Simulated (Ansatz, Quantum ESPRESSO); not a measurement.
# Ca2Si (Fm-3m): modes at Γ and the response to a field

Wanted: the vibrations of Ca2Si (Fm-3m) at Γ, by two programs.

Calculated with Quantum ESPRESSO 7.5; DFT LDA, scalar-relativistic, plane waves, JTH PAW pseudopotentials.

This is a report of a sequence of runs, with most program output left out.

### 1. The starting structure

It takes space group Fm-3m (No. 225, cubic). Conventional cell: a = 7.170 Å, b = 7.170 Å, c = 7.170 Å, α = 90.00°, β = 90.00°, γ = 90.00°. Nearest to Ca lie 4 Si at 3.10 Å. Nearest to Si lie 8 Ca at 3.10 Å. Farther neighbours are not listed.

Structure file:

```cif
data_structure
_symmetry_space_group_name_H-M 'P 1'
_symmetry_Int_Tables_number 1
_cell_length_a 5.0703
_cell_length_b 5.0703
_cell_length_c 5.0703
_cell_angle_alpha 60.000
_cell_angle_beta 60.000
_cell_angle_gamma 60.000
_cell_volume 92.17
loop_
_atom_site_label
_atom_site_type_symbol
_atom_site_fract_x
_atom_site_fract_y
_atom_site_fract_z
_atom_site_occupancy
Ca1 Ca 0.25000 0.25000 0.25000 1
Ca2 Ca 0.75000 0.75000 0.75000 1
Si3 Si 0.00000 0.00000 0.00000 1
```

### 2. A first look

Before anything dear is run, a loose run with smearing shows whether this is a metal and how far the cell is from rest.

File probe.in:

```
&control
   calculation = 'scf'
   prefix = 'x'
   outdir = './tmp'
   pseudo_dir = './pseudo'
   tprnfor = .true.
   tstress = .true.
   verbosity = 'high'
/
&system
   ibrav = 2
   celldm(1) = 13.55021625
   nat = 3
   ntyp = 2
   ecutwfc = 40.0
   ecutrho = 200.0
   occupations = 'smearing'
   smearing = 'gaussian'
   degauss = 0.01
/
&electrons
   conv_thr = 1.0d-07
   mixing_beta = 0.7
   electron_maxstep = 100
/
ATOMIC_SPECIES
 Ca     40.0780  Ca.upf
 Si     28.0850  Si.upf
ATOMIC_POSITIONS crystal
 Ca     0.250000000   0.250000000   0.250000000
 Ca     0.750000000   0.750000000   0.750000000
 Si     0.000000000   0.000000000   0.000000000
K_POINTS automatic
 4 4 4 0 0 0
```

Run with:

```sh
$ OMP_NUM_THREADS=1 mpirun -n 4 pw.x -nk 4 -in probe.in > probe.out
```

The job ended after 4.1 s (4 MPI ranks of Arm Neoverse V1, shared host; 16 s of CPU time).

This step gave:

```yaml
volume_per_atom: 30.72 Å³
pressure: -2.691 GPa
gap_on_the_k_mesh: 0.5004 eV
```

A gap of 0.50 eV opens on this mesh, so the crystal is taken as an insulator; the start stands at -2.7 GPa.

### 3. Relaxation

The harmonic expansion starts where the forces on the atoms vanish, and stress shifts the frequencies, so cell and atoms are relaxed with tight thresholds.

File relax.in:

```
&control
   calculation = 'vc-relax'
   prefix = 'x'
   outdir = './tmp'
   pseudo_dir = './pseudo'
   tprnfor = .true.
   tstress = .true.
   forc_conv_thr = 2.0d-05
   etot_conv_thr = 1.0d-07
   nstep = 40
/
&system
   ibrav = 2
   celldm(1) = 13.55021625
   nat = 3
   ntyp = 2
   ecutwfc = 40.0
   ecutrho = 200.0
   occupations = 'fixed'
   nbnd = 14
/
&electrons
   conv_thr = 1.0d-11
   mixing_beta = 0.7
   electron_maxstep = 100
/
&ions
/
&cell
   press_conv_thr = 0.2
/
ATOMIC_SPECIES
 Ca     40.0780  Ca.upf
 Si     28.0850  Si.upf
ATOMIC_POSITIONS crystal
 Ca     0.250000000   0.250000000   0.250000000
 Ca     0.750000000   0.750000000   0.750000000
 Si     0.000000000   0.000000000   0.000000000
K_POINTS automatic
 8 8 8 0 0 0
```

Run with:

```sh
$ OMP_NUM_THREADS=1 mpirun -n 4 pw.x -nk 4 -in relax.in > relax.out
```

Elapsed: 64 s, on 4 MPI ranks.

The steps of the relaxation:

| step | energy less that of the first step (eV) | largest force (eV/Å) | pressure (GPa) | volume (Å³) |
| --- | --- | --- | --- | --- |
| 1 | 0.0000 | 0.0000 | -2.68 | 92.17 |
| 2 | -0.0192 | 0.0000 | -2.22 | 90.92 |
| 3 | -0.0408 | 0.0000 | -1.49 | 89.06 |
| 4 | -0.0561 | 0.0000 | -0.27 | 86.32 |
| 5 | -0.0565 | 0.0000 | 0.01 | 85.74 |
| 6 | -0.0565 | 0.0000 | 0.00 | 85.77 |
| 7 | -0.0545 | 0.0000 | -0.05 | 85.77 |

| conventional cell, symmetrised | before | after | change |
| --- | --- | --- | --- |
| a (Å) | 7.170 | 7.001 | -2.4 % |
| b (Å) | 7.170 | 7.001 | -2.4 % |
| c (Å) | 7.170 | 7.001 | -2.4 % |
| volume (Å³/atom) | 30.72 | 28.59 | -6.9 % |

The relaxed structure:

```
CELL_PARAMETERS angstrom
-3.50029 0.00000 3.50029
0.00000 3.50029 3.50029
-3.50029 3.50029 0.00000
ATOMIC_POSITIONS crystal
Ca 0.25000 0.25000 0.25000
Ca 0.75000 0.75000 0.75000
Si 0.00000 0.00000 0.00000
```

The last row of the table of steps is pw.x's closing run on a basis chosen anew for the final cell, so its energy can jump.

Read from the output:

```
volume per atom   : 28.59 Å³
pressure          : -0.04800 GPa
gap on the k-mesh : 0.4023 eV
```

The volume changes by -6.9 % from the cell with which this run began.

### 4. Ground state

Perturbation theory inherits every error of the wavefunctions, so the threshold is set near the limit of the arithmetic. With a gap, occupations are fixed, which also allows the response to an electric field.

File scf.in:

```
&control
   calculation = 'scf'
   prefix = 'x'
   outdir = './tmp'
   pseudo_dir = './pseudo'
   tprnfor = .true.
   tstress = .true.
/
&system
   ibrav = 2
   celldm(1) = 13.22916745
   nat = 3
   ntyp = 2
   ecutwfc = 40.0
   ecutrho = 200.0
   occupations = 'fixed'
   nbnd = 14
/
&electrons
   conv_thr = 1.0d-12
   mixing_beta = 0.7
   electron_maxstep = 100
/
ATOMIC_SPECIES
 Ca     40.0780  Ca.upf
 Si     28.0850  Si.upf
ATOMIC_POSITIONS crystal
 Ca     0.250000000   0.250000000   0.250000000
 Ca     0.750000000   0.750000000   0.750000000
 Si     0.000000000   0.000000000   0.000000000
K_POINTS automatic
 8 8 8 0 0 0
```

Run with:

```sh
$ OMP_NUM_THREADS=1 mpirun -n 4 pw.x -nk 4 -in scf.in > scf.out
```

The job ended after 15 s (4 MPI ranks; 61 s of CPU time).

The cell stands at -0.048 GPa, close enough for phonons.

### 5. Linear response at Γ

At q = 0 one unit cell holds all displacements; symmetry groups them into irreducible representations that are solved one by one. The response to a field gives ε∞ and the Born charges, which polar modes need.

File ph.in:

```
phonons
&inputph
   prefix = 'x'
   outdir = './tmp'
   fildyn = 'g.dyn'
   tr2_ph = 1.0d-18
   epsil = .true.
/
0.000000000000 0.000000000000 0.000000000000
```

Run with:

```sh
$ OMP_NUM_THREADS=1 mpirun -n 4 ph.x -nk 4 -in ph.in > ph.out
```

It took 4.5 min on 4 MPI ranks.

This step gave:

```yaml
miss_of_the_charge_sum_rule: 0.02074 e
largest_acoustic_frequency_at_the_zone_centre_before_the_sum_rule: 2.67 cm⁻¹
highest_optical_zone_centre_mode_no_lo_to_term: 228.7 cm⁻¹
lowest_optical_zone_centre_mode: 195.5 cm⁻¹
mean_high_frequency_dielectric_constant: 15.26
largest_born_charge_in_size_third_of_the_trace: 3.963 e
```

Born charge (rows field, columns displacement), before the sum rule (e), principal values of the symmetric part by kind of site:

| atom | atoms with these values | low | middle | high | mean |
| --- | --- | --- | --- | --- | --- |
| Ca1 | 2 | 1.97 | 1.97 | 1.97 | 1.97 |
| Si3 | 1 | -3.96 | -3.96 | -3.96 | -3.96 |

In full for Ca1:

```
1.97 0.00 0.00
0.00 1.97 0.00
0.00 0.00 1.97
```

High-frequency dielectric tensor:

```
15.26  0.00  0.00
 0.00 15.26  0.00
 0.00  0.00 15.26
```

The acoustic modes at Γ come out as far as 2.7 cm⁻¹ from zero, where they should vanish, a small numerical error; the Born charges miss their sum rule by 0.021 e, which is fair.

### 6. Zone-centre analysis

A rigid shift of the crystal must cost nothing, but grids and finite bases break this; the acoustic sum rule is imposed before the matrix is diagonalised again. With Born charges the intensities follow, and the static dielectric tensor.

File dynmat.in:

```
&input
   fildyn = 'g.dyn'
   asr = 'simple'
   fileig = 'dynmat.eig'
   lperm = .true.
/
```

Run with:

```sh
$ dynmat.x -in dynmat.in > dynmat.out
```

Run time: 0.46 s. Hardware: 1 thread.

This step gave:

| Property | Result |
| --- | --- |
| mean static dielectric constant | 23.51 |

Unit eigenvectors of the mass-weighted matrix after the sum rule; no LO-TO term. Modes at Γ, with each element's share of the kinetic energy:

| mode | frequency (cm⁻¹) | symmetry | Ca % | Si % |
| --- | --- | --- | --- | --- |
| 1 | 0.0 | acoustic | 74 | 26 |
| 2 | 0.0 | acoustic | 74 | 26 |
| 3 | 0.0 | acoustic | 74 | 26 |
| 4 | 195.5 | T2g | 100 | 0 |
| 5 | 195.5 | T2g | 100 | 0 |
| 6 | 195.5 | T2g | 100 | 0 |
| 7 | 228.7 | T1u | 26 | 74 |
| 8 | 228.7 | T1u | 26 | 74 |
| 9 | 228.7 | T1u | 26 | 74 |

Displacements in mode 4 (195.5 cm⁻¹), the largest set to 1:
```
Ca1  0.62  1.00  0.00
Ca2 -0.62 -1.00  0.00
Si3  0.00  0.00  0.00
```

Displacements in mode 8 (228.7 cm⁻¹), the largest set to 1:
```
Ca1  0.00 -0.02 -0.35
Ca2  0.00 -0.02 -0.35
Si3  0.00  0.04  1.00
```

Degenerate modes summed, no LO-TO term. Infrared lines, with heights relative to the strongest:

| position (cm⁻¹) | lines merged | label | IR intensity, relative |
| --- | --- | --- | --- |
| 195 | 3 | T2g | 0.0 |
| 229 | 3 | T1u | 100 |

Static dielectric tensor (ions relaxed, fixed cell):

```
23.51  0.00  0.00
 0.00 23.51  0.00
 0.00  0.00 23.51
```

The rule moves no optical mode by more than 0.1 cm⁻¹.

### 7. Sum rules set otherwise (asr crystal)

The rule can be imposed in more than one way; the choices should agree where the raw error is small.

File dynmat.in:

```
&input
   fildyn = 'g.dyn'
   asr = 'crystal'
   fileig = 'dynmat.eig'
   lperm = .true.
/
```

Run with:

```sh
$ dynmat.x -in dynmat.in > dynmat.out
```

The job ended after 0.45 s (1 thread).

Zone-centre frequencies as printed; negative means imaginary. Modes:

| mode | frequency (cm⁻¹) |
| --- | --- |
| 1 | 0 |
| 2 | 0 |
| 3 | 0 |
| 4 | 195.5 |
| 5 | 195.5 |
| 6 | 195.5 |
| 7 | 228.7 |
| 8 | 228.7 |
| 9 | 228.7 |

Against the first rule no mode moves by more than 0.1 cm⁻¹.

### 8. Sum rules set otherwise: a sum rule for molecules or wires on a crystal

This rule also removes rotations, which suits wires and not a crystal; it is tried to see the harm.

File dynmat.in:

```
&input
   fildyn = 'g.dyn'
   asr = 'one-dim'
   fileig = 'dynmat.eig'
   lperm = .true.
/
```

Run with:

```sh
$ dynmat.x -in dynmat.in > dynmat.out
```

Elapsed: 0.45 s, on 1 thread.

The program raised no error, yet the settings are not those of a careful run.

The fault: a sum rule for molecules or wires on a crystal; 1 optical mode is projected out to zero frequency, as if it were a rotation, and the static dielectric tensor is spoilt.

For a crystal the rule has to be 'simple' or 'crystal'.

Zone-centre frequencies as printed; negative means imaginary. Modes:

| mode | frequency (cm⁻¹) |
| --- | --- |
| 1 | 0 |
| 2 | 0 |
| 3 | 0 |
| 4 | 0 |
| 5 | 195.5 |
| 6 | 195.5 |
| 7 | 210 |
| 8 | 228.7 |
| 9 | 228.7 |

### 9. The LO-TO splitting (1 0 0)

A longitudinal polar mode sets up a macroscopic field that stiffens it; the term hangs on the direction from which q goes to zero.

File dynmat.in:

```
&input
   fildyn = 'g.dyn'
   asr = 'simple'
   fileig = 'dynmat.eig'
   q(1) = 1.0
   q(2) = 0.0
   q(3) = 0.0
/
```

Run with:

```sh
$ dynmat.x -in dynmat.in > dynmat.out
```

Wall time 0.45 s (1 thread).

Read from the output:

- highest mode moved by the LO-TO term: 283.9 cm⁻¹

Zone-centre frequencies as printed; negative means imaginary. Modes:

| mode | frequency (cm⁻¹) |
| --- | --- |
| 1 | 0 |
| 2 | 0 |
| 3 | 0 |
| 4 | 195.5 |
| 5 | 195.5 |
| 6 | 195.5 |
| 7 | 228.7 |
| 8 | 228.7 |
| 9 | 283.9 |

The field moves one mode, from 229 to 284 cm⁻¹; the others stay.

### 10. The same in Ansatz

The same cell goes through another code, with its own cutoff. The potentials differ. Its k mesh is centred on Γ.

This step: DFT LDA, scalar-relativistic, plane waves, PseudoDojo norm-conserving pseudopotentials (Ansatz 0.2.0).

File input.yaml:

```yaml
crystal:
  lattice:
    - [-3.5002869678, 0.0, 3.5002869678]
    - [0.0, 3.5002869678, 3.5002869678]
    - [-3.5002869678, 3.5002869678, 0.0]
  atoms:
    - { symbol: Ca, position: [0.25, 0.25, 0.25] }
    - { symbol: Ca, position: [0.75, 0.75, 0.75] }
    - { symbol: Si, position: [0.0, 0.0, 0.0] }
kpoints:
  mp_grid: { grid: [8, 8, 8] }
hamiltonian:
  xc: lda
  pseudopotentials: { kind: nc, accuracy: standard }
scf:
  occupations: { method: fixed }
output:
  eigenvalues: true
phonons:
  method: dfpt
  dielectric: true
  rigid_motions: translations
```

Run with:

```sh
$ ansatz run input.yaml --threads 4 --pin off --max-ram 8192MiB --backend cpu --events-out ev --progress --plain --runs-dir out
```

Run time: 76 s. Hardware: 4 threads; peak memory 2 GiB.

This step gave:

| Item | Value |
| --- | --- |
| gap on the k-mesh | 0.4022 eV |
| sum-rule residual before enforcement | 8.46e-4 eV/Å² |
| miss of the charge sum rule | 2.11e-4 e |
| estimated error of the dielectric tensor | 0.04844 |
| estimated error of the Born charges | 0.01823 e |
| highest optical zone-centre mode (no LO-TO term) | 228.2 cm⁻¹ |
| lowest optical zone-centre mode | 195.3 cm⁻¹ |
| mean high-frequency dielectric constant | 13.71 |
| largest Born charge in size (third of the trace) | 3.858 e |
| mean static dielectric constant | 21.60 |
| highest mode moved by the LO-TO term | 286.4 cm⁻¹ |

Transverse modes. Infrared lines, with heights relative to the strongest:

| position (cm⁻¹) | label | IR intensity ((D/Å)²/amu), degenerate modes summed, relative |
| --- | --- | --- |
| 195 | T2g | 0.0 |
| 228 | T1u | 100 |

The log warns that the force constants on this k mesh are to be taken as unconverged.

### 11. The two compared: QE JTH and Ansatz, PseudoDojo

Worked out from the results:

```
root-mean-square difference : 0.4 cm⁻¹
largest difference          : 0.52 cm⁻¹
```

Frequencies side by side, by row:

| q (reciprocal lattice) | mode | QE JTH (cm⁻¹) | Ansatz, PseudoDojo (cm⁻¹) |
| --- | --- | --- | --- |
| 0 0 0 | 1 | 0 | 0 |
| 0 0 0 | 2 | 0 | 0 |
| 0 0 0 | 3 | 0 | 0 |
| 0 0 0 | 4 | 195.5 | 195.3 |
| 0 0 0 | 5 | 195.5 | 195.3 |
| 0 0 0 | 6 | 195.5 | 195.3 |
| 0 0 0 | 7 | 228.7 | 228.2 |
| 0 0 0 | 8 | 228.7 | 228.2 |
| 0 0 0 | 9 | 228.7 | 228.2 |

The two runs side by side. Further quantities:

| quantity | QE JTH | Ansatz, PseudoDojo |
| --- | --- | --- |
| mean ε∞ | 15.26 | 13.71 |
| largest Born charge in size (e; the first before, the second after the charge sum rule) | 3.963 | 3.858 |
| summed IR intensity ((D/Å)²/amu) | 52.08 | 49.55 |

At the zone centre the largest difference (acoustic modes at Γ apart) is 0.2 % of the highest mode; ε∞ differs by 11 %.

### 12. Summary of results

```
space group after relaxation                                                            : Fm-3m
volume per atom                                                                         : 28.6 Å³
gap on the k-mesh                                                                       : 0.402 eV
highest optical zone-centre mode (no LO-TO term)                                        : 228.7 cm⁻¹
lowest optical zone-centre mode                                                         : 195.5 cm⁻¹
highest mode moved by the LO-TO term (probably not converged in the k mesh)             : 283.9 cm⁻¹
mean high-frequency dielectric constant (probably not converged in the k mesh)          : 15.3
largest Born charge in size (third of the trace) (probably not converged in the k mesh) : 3.96 e
mean static dielectric constant (probably not converged in the k mesh)                  : 23.5
imaginary optical modes at the zone centre (no q mesh in this session)                  : none
largest difference from Ansatz, PseudoDojo                                              : 0.52 cm⁻¹
```

In words: At the LDA level the optical modes of Ca2Si (Fm-3m) at the zone centre (no LO-TO term) run from 195 to 229 cm⁻¹. Along the directions run, the highest mode that the macroscopic field moves lies at 284 cm⁻¹. Lattice motion raises the mean dielectric constant from 15.26 to 23.51. ε∞, the Born charges and what follows from them are probably not converged in the k mesh. Of the 6 optical modes, 3 are Raman active alone and 3 are infrared active alone; inversion symmetry keeps the two sets apart. QE JTH and Ansatz, PseudoDojo agree to 0.52 cm⁻¹ (0.2 % of the highest mode compared) on all solved modes but the acoustic ones at Γ, without the LO-TO term. The highest LO mode, which hangs on the field response, is 284 against 286 cm⁻¹. The mean ε∞ is 15.26 against 13.71: the first is summed on the ground state's k mesh, while Ansatz refines the mesh of its field response, and the potentials differ. These are harmonic frequencies at zero temperature: anharmonic shifts and linewidths and thermal expansion are left out. Ansatz's log warns that force constants on this k mesh are to be taken as unconverged, an error that the frequencies of both programs share. The structure comes from a database and need not be the phase that is stable at ambient conditions.

[Host names and launcher messages were left out of these logs when they were recorded.]

[Logs are printed without paths, hosts, clocks, repeated set-up lines and the standing remarks that a program may print on its own settings, such as how far it seeks lower states.]

[Hosts, paths, dates, database ids (printed as entryN), source tags and the programs' standing remarks are cut or masked in the printed files.]
